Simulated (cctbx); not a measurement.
# Interatomic vectors of H13BrO6

Space group Pbcm (no. 57), a = 6.4690 Å, b = 6.6410 Å, c = 18.2560 Å, α = 90.00°, β = 90.00°, γ = 90.00°, content Br4 O24 H52.

Simulated single-crystal data (cctbx): Ag Kα, λ = 0.56087 Å, to d = 0.84 Å, 70 % of the full sphere, strongest reflection 20000 counts, noise from counting, a 2 % proportional error and a noise floor of 4 counts (s.d.); no absorption.

Patterson synthesis, origin scaled to 1000:

```text
Patterson group P m m m
      u       v       w   height  length (A)
  0.000   0.000   0.000   1000.0     0.00
  0.000   0.000   0.500    878.4     9.13
  0.500   0.500   0.500    458.7    10.24
  0.500   0.500   0.000    440.9     4.64
  0.057   0.391   0.385     64.7     7.50
  0.192   0.283   0.132     62.2     3.29
  0.367   0.214   0.368     58.4     7.26
  0.368   0.105   0.386     55.8     7.47
  0.169   0.082   0.251     55.2     4.74
  0.375   0.415   0.250     55.0     5.86
  0.192   0.282   0.367     54.9     7.06
  0.363   0.215   0.132     54.0     3.66
  0.317   0.329   0.250     52.0     5.46
  0.379   0.105   0.115     51.9     3.30
```

Q: Assign the vectors.

A peak at u stands for all pairs with xi − xj = u, with weight Σ ZiZj against Σ Z² = 6488 at the origin. Peak heights follow these weights only roughly, since form factors, motion and series ripples differ, all vectors within 0.55 Å of a peak are counted as merged into it though the farther ones add only part of their weight, and F(000) is left out, which lowers the whole map:

| u | v | w | shortest length (Å) | height | 1000 ΣZiZj/ΣZ² | pairs in the cell |
| --- | --- | --- | --- | --- | --- | --- |
| 0.000 | 0.000 | 0.500 | 9.13 | 878 | 756 | 4 × Br–Br, 4 × H–H |
| 0.500 | 0.500 | 0.500 | 10.24 | 459 | 775 | 4 × Br–Br, 16 × O–H |
| 0.500 | 0.500 | 0.000 | 4.64 | 441 | 757 | 4 × Br–Br, 12 × H–H |
| 0.057 | 0.391 | 0.385 | 7.50 | 65 | 142 | 2 × Br–O, 4 × O–O, 2 × Br–H, 4 × O–H, 4 × H–H |
| 0.192 | 0.283 | 0.132 | 3.30 | 62 | 129 | 2 × Br–O, 4 × O–O, 2 × O–H, 2 × H–H |
| 0.367 | 0.214 | 0.368 | 7.27 | 58 | 87 | 2 × Br–O, 4 × H–H |
| 0.368 | 0.105 | 0.386 | 7.47 | 56 | 107 | 2 × Br–O, 2 × O–O, 4 × H–H |
| 0.169 | 0.082 | 0.251 | 4.74 | 55 | 99 | 2 × Br–O, 1 × O–O, 2 × O–H |
| 0.375 | 0.415 | 0.250 | 5.86 | 55 | 106 | 2 × Br–O, 2 × O–O |
| 0.192 | 0.282 | 0.367 | 7.07 | 55 | 111 | 2 × Br–O, 2 × O–O, 4 × O–H |

The table stops at ten peaks or at a height of 45, below which ripples compete. In the model behind the data Br, the heaviest element, has 1 independent site: (0.2211, 1/4, 0), up to an allowed shift of origin; the Br–Br vectors are differences of these positions and their symmetry mates. The whole model:

```csv
atom,mult.,x,y,z,Ueq (Å²)
Br1,4,0.2211,1/4,0,0.0060
O1,8,0.1527,0.8581,0.3858,0.0089
O2,8,0.4169,0.5269,0.3679,0.0067
O3,4,0.6020,0.6766,3/4,0.0099
O4,4,0.9003,0.9277,3/4,0.0096
H1,8,0.7739,0.4729,0.0915,0.0156
H2,8,0.9672,0.3197,0.0817,0.0157
H3,8,0.6724,0.1479,0.1301,0.0184
H4,8,0.6268,0.9404,0.0877,0.0195
H5,8,0.3999,0.4112,0.1994,0.0179
H6,4,0.7212,0.7881,3/4,0.0155
H7,8,0.0973,0.9832,0.2068,0.0153
```

The model is made up (kin elements in a known structure type, no relaxation), so it says nothing on whether the phase exists.

[Logs are printed without paths, hosts, clocks, repeated set-up lines and the standing remarks that a program may print on its own settings, such as how far it seeks lower states.]
